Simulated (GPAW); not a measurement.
# How the form of the self-energy moves the gap of MgS (P6_3mc)

Wanted: the gap of MgS (P6_3mc) under several approximations, with cost.

Method: LDA and many-body steps on it, plane waves, in GPAW 26.7.0.

## Step 1: Set-up

It takes space group P6_3mc (No. 186, hexagonal). The conventional cell has a = 4.035 Å, b = 4.035 Å, c = 6.432 Å, α = 90.00°, β = 90.00°, γ = 120.00°. Nearest to Mg lie 4 S at 2.45 to 2.47 Å. Nearest to S lie 4 Mg at 2.45 to 2.47 Å. Farther neighbours and most contacts between anions are not listed.

As a file:

```cif
data_structure
_symmetry_space_group_name_H-M 'P 1'
_symmetry_Int_Tables_number 1
_cell_length_a 4.0346
_cell_length_b 4.0346
_cell_length_c 6.4323
_cell_angle_alpha 90.000
_cell_angle_beta 90.000
_cell_angle_gamma 120.000
_cell_volume 90.68
loop_
_atom_site_label
_atom_site_type_symbol
_atom_site_fract_x
_atom_site_fract_y
_atom_site_fract_z
_atom_site_occupancy
Mg1 Mg 0.66667 0.33333 0.49575 1
Mg2 Mg 0.33333 0.66667 0.99575 1
S3 S 0.33333 0.66667 0.37924 1
S4 S 0.66667 0.33333 0.87924 1
```

The cell and positions are those that the Materials Project relaxed with its own functionals (PBE, PBE+U or r2SCAN), kept fixed. This is not the form that MgS usually takes at ambient conditions.

## Step 2: Empty states on the mesh, 3×3×2 mesh, 315 bands

This step: GPAW 26.7.0; DFT, LDA, plane waves, PAW.

The sums over transitions need many empty states on a uniform mesh; this step solves for them.

The input, run.py:

```python
import json
import numpy as np
from gpaw.mpi import world
from gpaw import GPAW

calc = GPAW('gs.gpw').fixed_density(kpts={'size': (3, 3, 2), 'gamma': True},
    parallel={'domain': 1, 'band': 1},
    txt='nscf.txt')
calc.diagonalize_full_hamiltonian(nbands=315)
calc.write('full.gpw', mode='all')
res = {}
kpts = calc.get_ibz_k_points()
res['kpts'] = kpts
res['eigenvalues'] = [calc.get_eigenvalues(kpt=k) for k in range(len(kpts))]
res['n_electrons'] = calc.get_number_of_electrons()

if world.rank == 0:
    with open('result.json', 'w') as f:
        json.dump(res, f, default=lambda x: x.tolist())
```

The run is started by

```console
mpirun -n 4 gpaw python run.py
```

Numbers of over 12 decimals in the logs are rounded to 6 here.

The log of the run:

```text
Diagonalizing LCAO Hamiltonian
Converting LCAO to pw mode
convergence criteria:
- Maximum integral of absolute [eigenst]ate change: 4e-08 eV^2 / valence electron
maximum number of iterations: 100

SCF iterations
|iter     |     time |      energy | eigst |  dens |
|iter:   1|  |             | +0.70 |       |
|iter:   2|  |             | -0.69 |       |
|iter:   3|  |             | -1.44 |       |
[...]
|iter:  10|  |             | -6.47 |       |
|iter:  11|  |             | -7.13 |       |
|iter:  12|  |             | -7.73c|       |
SCF steps: 12
  __  _  _
 | _ |_)|_||  |
 |__||  | ||/\| - 26.7.0

Input parameters:
  mode=PW(ecut=450.000000),
  convergence={'density': 1e-06, 'bands': -3},
  gpts=array([20, 20, 32]),
  kpts=MonkhorstPack(size=(3, 3, 2), gamma=True),
  maxiter=100,
  nbands=24,
  occupations=Occupations(name='fermi-dirac', width=0.001, fixmagmom=False),
  parallel={'domain': 1, 'band': 1},
  xc=XC(name='LDA')
Matrix size: 1949x1949
# Writing to full.gpw (mode='all')
  [... matrices ...]

timing:  # [seconds]
  Total: 16.713  # ━━━━━━━━━━━━━━━━━━━━━━━━━━━━━━━━━━━━━━━━━━━━━━━━━━━━━━━━━━
```

Elapsed: 20 s, on 4 MPI ranks of Arm Neoverse V1, shared host; peak memory 1.6 GiB; 82 s of CPU time.

This step gave:

```yaml
gap: 3.153 eV
k_of_the_valence_top: 0, 0, 0
k_of_the_conduction_bottom: 0, 0, 0
least_direct_gap: 3.153 eV
k_points_computed: 6
lowest_point_of_the_top_converged_band_above_the_valence_top: 120.6806 eV
```

On this mesh the gap is 3.153 eV.

## Step 3: G0W0, Godby-Needs plasmon pole

Now the one-shot GW correction: screening in the RPA, then the self-energy of the levels asked for.

This step: G0W0 on LDA, plane waves, PAW.

The input, run.py:

```python
import json
import numpy as np
from gpaw.mpi import world
from gpaw.response.g0w0 import G0W0

gw = G0W0('full.gpw',
    filename='gw',
    kpts=[0],
    bands=(14, 18),
    ecut=78,
    nbands=141,
    integrate_gamma='WS',
    ppa=True)
gw.calculate()
res = {mode: {k: v for k, v in r.items() if k != 'sigma_eskwn'}
       for mode, r in gw.all_results.items()}

if world.rank == 0:
    with open('result.json', 'w') as f:
        json.dump(res, f, default=lambda x: x.tolist())
```

The run is started by

```console
mpirun -n 4 gpaw python run.py
```

The log of the run:

```text
Using integrator: PointIntegrator
FrequencyGridDescriptor(from 0.000+0.000j to 0.000+27.211j eV, 2 points)
Nonperiodic BCs:  [False False False]
Using integrator: PointIntegrator
FrequencyGridDescriptor(from 0.000+0.000j to 0.000+27.211j eV, 2 points)
Nonperiodic BCs:  [False False False]
  ___  _ _ _
 |   || | | |
 | | || | | |
 |__ ||_____|
 |___|

BZ k-points: Symmetries present (total): 6

  [... matrices ...]
18 k-points: 3 x 3 x 2 Monkhorst-Pack grid + [0.000000,0.000000,1/4]
6 k-points in the irreducible part of the Brillouin zone
       k-points in crystal coordinates                weights
   0:     0.00000000    0.00000000    0.00000000          1/18
   1:     0.00000000    0.00000000    0.50000000          1/18
   2:     0.33333333    0.00000000    0.00000000          6/18
   3:     0.33333333    0.00000000    0.50000000          6/18
   4:     0.33333333    0.33333333    0.00000000          2/18
   5:     0.33333333    0.33333333    0.50000000          2/18

Distributing spins, k-points and bands (1 x 1 x 4) over 4 processes
Number of blocks: 1

Quasi particle states:
k-points (IBZ indices): [0]
Band range: (14, 18)
  [... matrices ...]
Computational parameters:
Plane wave cut-off: 78 eV
Number of bands: 141
Coulomb cutoff: None
Broadening: 0.1 eV

fxc modes: GW
Kernel: RPA
Using Godby-Needs plasmon-pole approximation:
  Fitting energy: i*E0, E0 = 1.000 Hartree
Summing all q:

Calculating screened Coulomb potential
No Coulomb truncation
FrequencyGridDescriptor(from 0.000+0.000j to 0.000+27.211j eV, 2 points)
Removing empty qpoint cache files...

Calculating chi0 body with:
    Ground state adapter containing:
    Number of spins: 1
    Number of kpoints: 18
    Number of irreducible kpoints: 6
    Number of completely occupied states: 16
    Number of partially occupied states: 16
    Occupied states memory: 3.125 M / cpu

    Linear response parametrization:
    q_c: [0.0, 0.0, 0.0]
    Number of frequency points: 2
    Planewave cutoff: 78.0
    Number of bands: 141
    Number of planewaves: 135
    Broadening (eta): 1e-06
    comm.size: 4
    kncomm.size: 4
    blockcomm.size: 1

    Memory estimate of potentially large arrays:
        chi0_wGG: 0.556183 M / cpu
Integrating chi0 body.

Symmetries of q_c:
    Direct symmetries (Uq -> q): 6
    Indirect symmetries (TUq -> q): 6
In total 12 allowed symmetries.

  [... matrices ...]
6 groups of equivalent kpoints. 66.666667% reduction.

Integral kind: response function
Integrating chi0 head and wings.

Symmetries of q_c:
    Direct symmetries (Uq -> q): 6
    Indirect symmetries (TUq -> q): 6
In total 12 allowed symmetries.

  [... matrices ...]
6 groups of equivalent kpoints. 66.666667% reduction.

Integral kind: response function wings

Calculating chi0 body with:
    Ground state adapter containing:
    Number of spins: 1
    Number of kpoints: 18
    Number of irreducible kpoints: 6
    Number of completely occupied states: 16
    Number of partially occupied states: 16
    Occupied states memory: 3.125 M / cpu

[... the further q-points ...]

Results:
f:      Occupation numbers
eps:     KS-eigenvalues [eV]
vxc:     KS vxc [eV]
exx:     Exact exchange [eV]
sigma:   Self-energies [eV]
dsigma:  Self-energy derivatives
Z:       Renormalization factors
qp:      QP-energies [eV]

k-point 0 (0): (0.000, 0.000, 0.000)                GW
band       f     eps     vxc     exx   sigma  dsigma       Z      qp
                                                                   GW
  14   1.000   1.530 -15.069 -18.191   2.095  -0.274   0.785   0.724
  15   1.000   1.693 -15.157 -18.118   2.001  -0.272   0.786   0.938
  16   0.000   4.845 -10.961  -6.547  -3.383  -0.219   0.820   5.691
  17   0.000   6.119 -10.440  -5.696  -3.554  -0.219   0.820   7.096
```

Elapsed: 11 s, on 4 MPI ranks; peak memory 1.1 GiB; 44 s of CPU time.

This step gave:

```
G0W0 gap on the points computed              : 4.753 eV
least direct G0W0 gap on the computed points : 4.753 eV
Z at the valence top                         : 0.7861
Z at the conduction bottom                   : 0.8205
starting gap on the mesh                     : 3.153 eV
k of the valence top                         : 0, 0, 0
k of the conduction bottom                   : 0, 0, 0
```

The gap on the mesh goes from 3.15 eV to 4.75 eV, a correction of +1.60 eV.

## Step 4: One-shot HSE06

This step: one-shot HSE06 levels on LDA orbitals, plane waves, PAW.

The input, run.py:

```python
import json
import numpy as np
from gpaw.mpi import world
from gpaw.hybrids.eigenvalues import non_self_consistent_eigenvalues

dft, vxc, vxc_hyb = non_self_consistent_eigenvalues('full.gpw', 'HSE06', 14, 18, kpt_indices=[0])
res = {'dft': dft[0], 'hybrid': (dft - vxc + vxc_hyb)[0]}
if world.rank == 0:
    with open('hybrid.txt', 'w') as f:
        for k, e0, e1 in zip([0], res['dft'], res['hybrid']):
            print(k, ' '.join(f'{x:9.4f}' for x in e0), '|', ' '.join(f'{x:9.4f}' for x in e1), file=f)

if world.rank == 0:
    with open('result.json', 'w') as f:
        json.dump(res, f, default=lambda x: x.tolist())
```

The run is started by

```console
mpirun -n 4 gpaw python run.py
```

The log of the run:

```text
IBZ(<points: 6, symmetries: 6>)
Occupied bands: 16
Transforming wave functions from IBZ to BZ: 0.012 seconds
Distributing wave functions and iFFT-ing to real space: 0.065 seconds
Calculating eigenvalues:
  k-points: 1
  Bands: 14-17 (inclusive)
  Seconds: 0.104 (wave-function broadcasting: 0.005 seconds)
HSE06-eigenvalue shifts:
  min: -0.640 eV
  ave: 0.062 eV
  max: 0.792 eV
```

Elapsed: 2.7 s, on 4 MPI ranks; peak memory 0.49 GiB; 10 s of CPU time.

Numbers from this step:

- starting gap on the mesh: 3.153 eV
- hybrid gap on the mesh: 4.465 eV
- least direct hybrid gap on the computed points: 4.465 eV

## Step 5: G0W0, extrapolated in the cutoff

This step: G0W0 on LDA, plane waves, PAW.

The input, run.py:

```python
import json
import numpy as np
from gpaw.mpi import world
from gpaw.response.g0w0 import G0W0

gw = G0W0('full.gpw',
    filename='gw',
    kpts=[0],
    bands=(14, 18),
    ecut=130.0,
    integrate_gamma='WS',
    ppa=True,
    ecut_extrapolation=True)
gw.calculate()
res = {mode: {k: v for k, v in r.items() if k != 'sigma_eskwn'}
       for mode, r in gw.all_results.items()}

if world.rank == 0:
    with open('result.json', 'w') as f:
        json.dump(res, f, default=lambda x: x.tolist())
```

The run is started by

```console
mpirun -n 4 gpaw python run.py
```

The log of the run:

```text
Using integrator: PointIntegrator
FrequencyGridDescriptor(from 0.000+0.000j to 0.000+27.211j eV, 2 points)
Nonperiodic BCs:  [False False False]
Using integrator: PointIntegrator
FrequencyGridDescriptor(from 0.000+0.000j to 0.000+27.211j eV, 2 points)
Nonperiodic BCs:  [False False False]
  ___  _ _ _
 |   || | | |
 | | || | | |
 |__ ||_____|
 |___|

BZ k-points: Symmetries present (total): 6

  [... matrices ...]
18 k-points: 3 x 3 x 2 Monkhorst-Pack grid + [0.000000,0.000000,1/4]
6 k-points in the irreducible part of the Brillouin zone
       k-points in crystal coordinates                weights
   0:     0.00000000    0.00000000    0.00000000          1/18
   1:     0.00000000    0.00000000    0.50000000          1/18
   2:     0.33333333    0.00000000    0.00000000          6/18
   3:     0.33333333    0.00000000    0.50000000          6/18
   4:     0.33333333    0.33333333    0.00000000          2/18
   5:     0.33333333    0.33333333    0.50000000          2/18

Distributing spins, k-points and bands (1 x 1 x 4) over 4 processes
Number of blocks: 1

Quasi particle states:
k-points (IBZ indices): [0]
Band range: (14, 18)
  [... matrices ...]
Computational parameters:
Extrapolating to infinite plane wave cut-off using points at:
  112.031 eV
  120.183 eV
  130.000 eV
Number of bands: 305
Coulomb cutoff: None
Broadening: 0.1 eV

fxc modes: GW
Kernel: RPA
Using Godby-Needs plasmon-pole approximation:
  Fitting energy: i*E0, E0 = 1.000 Hartree
Summing all q:

Calculating screened Coulomb potential
No Coulomb truncation
FrequencyGridDescriptor(from 0.000+0.000j to 0.000+27.211j eV, 2 points)
Removing empty qpoint cache files...

Calculating chi0 body with:
    Ground state adapter containing:
    Number of spins: 1
    Number of kpoints: 18
[...]
Number of completely occupied states: 16
    Number of partially occupied states: 16
    Occupied states memory: 3.125 M / cpu

    Linear response parametrization:
    q_c: [0.0, 0.0, 0.0]
    Number of frequency points: 2
    Planewave cutoff: 130.0
    Number of bands: 305
    Number of planewaves: 311
    Broadening (eta): 1e-06
    comm.size: 4
    kncomm.size: 4
    blockcomm.size: 1

    Memory estimate of potentially large arrays:
        chi0_wGG: 2.951691 M / cpu
Integrating chi0 body.

Symmetries of q_c:
    Direct symmetries (Uq -> q): 6
    Indirect symmetries (TUq -> q): 6
In total 12 allowed symmetries.

  [... matrices ...]
6 groups of equivalent kpoints. 66.666667% reduction.

Integral kind: response function
Integrating chi0 head and wings.

Symmetries of q_c:
    Direct symmetries (Uq -> q): 6
    Indirect symmetries (TUq -> q): 6
In total 12 allowed symmetries.

  [... matrices ...]
6 groups of equivalent kpoints. 66.666667% reduction.

Integral kind: response function wings

Calculating chi0 body with:
    Ground state adapter containing:
    Number of spins: 1
    Number of kpoints: 18
    Number of irreducible kpoints: 6
    Number of completely occupied states: 16
    Number of partially occupied states: 16
    Occupied states memory: 3.125 M / cpu

[... the further q-points ...]
Extrapolating selfenergy to infinite energy cutoff:
  Performing linear fit to 3 points
  Minimum R^2 = 0.9987. (R^2 Should be close to 1)
  [... matrices ...]
Results:
f:      Occupation numbers
eps:     KS-eigenvalues [eV]
vxc:     KS vxc [eV]
exx:     Exact exchange [eV]
sigma:   Self-energies [eV]
dsigma:  Self-energy derivatives
Z:       Renormalization factors
qp:      QP-energies [eV]

k-point 0 (0): (0.000, 0.000, 0.000)                GW
band       f     eps     vxc     exx   sigma  dsigma       Z      qp
                                                                   GW
  14   1.000   1.530 -15.069 -18.191   1.470  -0.282   0.780   0.242
  15   1.000   1.693 -15.157 -18.118   1.372  -0.282   0.780   0.452
  16   0.000   4.845 -10.961  -6.547  -3.722  -0.223   0.818   5.411
  17   0.000   6.119 -10.440  -5.696  -3.829  -0.222   0.819   6.869
```

Run time: 59 s. Hardware: 4 MPI ranks; peak memory 1.4 GiB; 3.9 min of CPU time.

Numbers from this step:

```
quasiparticle gap on the points computed              : 4.959 eV
least direct quasiparticle gap on the computed points : 4.959 eV
Z at the valence top                                  : 0.7803
Z at the conduction bottom                            : 0.8178
starting gap on the mesh                              : 3.153 eV
k of the valence top                                  : 0, 0, 0
k of the conduction bottom                            : 0, 0, 0
gaps at the cutoffs of the extrapolation              : 4.838, 4.849, 4.862 eV
```

Against G0W0 in GPAW (3×3×2 mesh, 141 bands, screening to 78 eV, Godby-Needs plasmon pole), the gap moves by +0.205 eV.

## Step 6: One-shot Hartree-Fock

This step: one-shot Hartree-Fock levels on LDA orbitals, plane waves, PAW.

The input, run.py:

```python
import json
import numpy as np
from gpaw.mpi import world
from gpaw.hybrids.eigenvalues import non_self_consistent_eigenvalues

dft, vxc, vxc_hyb = non_self_consistent_eigenvalues('full.gpw', 'EXX', 14, 18, kpt_indices=[0])
res = {'dft': dft[0], 'hybrid': (dft - vxc + vxc_hyb)[0]}
if world.rank == 0:
    with open('hybrid.txt', 'w') as f:
        for k, e0, e1 in zip([0], res['dft'], res['hybrid']):
            print(k, ' '.join(f'{x:9.4f}' for x in e0), '|', ' '.join(f'{x:9.4f}' for x in e1), file=f)

if world.rank == 0:
    with open('result.json', 'w') as f:
        json.dump(res, f, default=lambda x: x.tolist())
```

The run is started by

```console
mpirun -n 4 gpaw python run.py
```

The log of the run:

```text
IBZ(<points: 6, symmetries: 6>)
Occupied bands: 16
Transforming wave functions from IBZ to BZ: 0.012 seconds
Distributing wave functions and iFFT-ing to real space: 0.064 seconds
Calculating eigenvalues:
  k-points: 1
  Bands: 14-17 (inclusive)
  Seconds: 0.156 (wave-function broadcasting: 0.005 seconds)
HSE06-eigenvalue shifts:
  min: -3.122 eV
  ave: 0.769 eV
  max: 4.745 eV
```

It took 2.7 s on 4 MPI ranks; peak memory 0.48 GiB.

Numbers from this step:

```yaml
starting_gap_on_the_mesh: 3.153 eV
hybrid_gap_on_the_mesh: 10.53 eV
least_direct_hybrid_gap_on_the_computed_points: 10.53 eV
```

## Step 7: G0W0, full frequency, Hilbert transform

This step: G0W0 on LDA, plane waves, PAW.

The input, run.py:

```python
import json
import numpy as np
from gpaw.mpi import world
from gpaw.response.g0w0 import G0W0

gw = G0W0('full.gpw',
    filename='gw',
    kpts=[0],
    bands=(14, 18),
    ecut=78,
    nbands=141,
    integrate_gamma='WS',
    frequencies={'type': 'nonlinear', 'domega0': 0.1, 'omega2': 15.0},
    eta=0.1,
    nblocksmax=True)
gw.calculate()
res = {mode: {k: v for k, v in r.items() if k != 'sigma_eskwn'}
       for mode, r in gw.all_results.items()}

if world.rank == 0:
    with open('result.json', 'w') as f:
        json.dump(res, f, default=lambda x: x.tolist())
```

The run is started by

```console
mpirun -n 4 gpaw python run.py
```

The log of the run:

```text
Using integrator: PointIntegrator
NonLinearFrequencyDescriptor(from 0.000 to 143.106 eV, 290 points)
Nonperiodic BCs:  [False False False]
Using integrator: PointIntegrator
NonLinearFrequencyDescriptor(from 0.000 to 143.106 eV, 290 points)
Nonperiodic BCs:  [False False False]
  ___  _ _ _
 |   || | | |
 | | || | | |
 |__ ||_____|
 |___|

BZ k-points: Symmetries present (total): 6

  [... matrices ...]
18 k-points: 3 x 3 x 2 Monkhorst-Pack grid + [0.000000,0.000000,1/4]
6 k-points in the irreducible part of the Brillouin zone
[...]
Results:
f:      Occupation numbers
eps:     KS-eigenvalues [eV]
vxc:     KS vxc [eV]
exx:     Exact exchange [eV]
sigma:   Self-energies [eV]
dsigma:  Self-energy derivatives
Z:       Renormalization factors
qp:      QP-energies [eV]

k-point 0 (0): (0.000, 0.000, 0.000)                GW
band       f     eps     vxc     exx   sigma  dsigma       Z      qp
                                                                   GW
  14   1.000   1.530 -15.069 -18.191   2.083  -0.293   0.774   0.727
  15   1.000   1.693 -15.157 -18.118   1.989  -0.306   0.765   0.948
  16   0.000   4.845 -10.961  -6.547  -3.349  -0.252   0.799   5.696
  17   0.000   6.119 -10.440  -5.696  -3.512  -0.246   0.802   7.108
```

Elapsed: 37 s, on 4 MPI ranks; peak memory 1.4 GiB.

This step gave:

- G0W0 gap on the points computed: 4.748 eV
- least direct G0W0 gap on the computed points: 4.748 eV
- starting gap on the mesh: 3.153 eV
- k of the valence top: 0, 0, 0
- k of the conduction bottom: 0, 0, 0

Against G0W0 in GPAW (3×3×2 mesh, 141 bands, screening to 78 eV, Godby-Needs plasmon pole), the gap moves by −0.005 eV.

## Step 8: The runs together

Times are wall times on 4 MPI ranks of Arm Neoverse V1, shared host, good to a factor of about two.

| run | mesh | bands | screening cutoff (eV) | DFT gap (eV) | gap on the mesh (eV) | direct (eV) | time |
| --- | --- | --- | --- | --- | --- | --- | --- |
| G0W0, Godby-Needs plasmon pole | 3×3×2 | 141 | 78 | 3.153 | 4.753 | 4.753 | 11 s |
| one-shot HSE06 | 3×3×2 | - | - | 3.153 | 4.465 | 4.465 | 2.7 s |
| G0W0, extrapolated in the cutoff | 3×3×2 | - | 130 | 3.153 | 4.959 | 4.959 | 59 s |
| one-shot Hartree-Fock | 3×3×2 | - | - | 3.153 | 10.528 | 10.528 | 2.7 s |
| G0W0, full frequency, Hilbert transform | 3×3×2 | 141 | 78 | 3.153 | 4.748 | 4.748 | 37 s |

## Step 9: Outcome

```json
{
  "G0W0, Godby-Needs plasmon pole": "4.753 eV",
  "one-shot HSE06": "4.465 eV",
  "G0W0, extrapolated in the cutoff": "4.959 eV",
  "one-shot Hartree-Fock": "10.528 eV",
  "G0W0, full frequency, Hilbert transform": "4.748 eV",
  "known limits": "not at the basis limit; coarse k mesh"
}
```

One-shot HSE06: −0.288 eV against G0W0, Godby-Needs plasmon pole. G0W0, extrapolated in the cutoff: +0.205 eV against G0W0, Godby-Needs plasmon pole, at other bands or cutoff, so not like for like. One-shot Hartree-Fock: +5.775 eV against G0W0, Godby-Needs plasmon pole. G0W0, full frequency, Hilbert transform: −0.005 eV against G0W0, Godby-Needs plasmon pole. Bare exchange alone opens the gap to 10.53 eV; against G0W0, correlation takes back 5.77 eV. One-shot hybrid levels are evaluated on the LDA orbitals. Bands and cutoff are finite, so the gap is not at the basis limit. The miss can reach some tenths of an eV and take either sign; the mesh is an error of its own. These stock PAW sets were not made for GW. In the G0W0 runs levels were corrected at 1 k point alone, so a gap called «on the mesh» is the least over those, and an edge elsewhere would be missed. The 3×3×2 mesh is coarse for this cell, which bears on the long-range parts of exchange and screening.

[Paths, hosts, dates, memory and timing lines, banners, echoed tables and standing remarks are left out of the program output.]

[Logs are printed without paths, hosts, clocks, repeated set-up lines and the standing remarks that a program may print on its own settings, such as how far it seeks lower states.]

[Runs of the session that timed out or met a known fault of the program may be left out.]

[Hosts, paths, dates, database ids (printed as entryN), source tags and the programs' standing remarks are cut or masked in the printed files.]
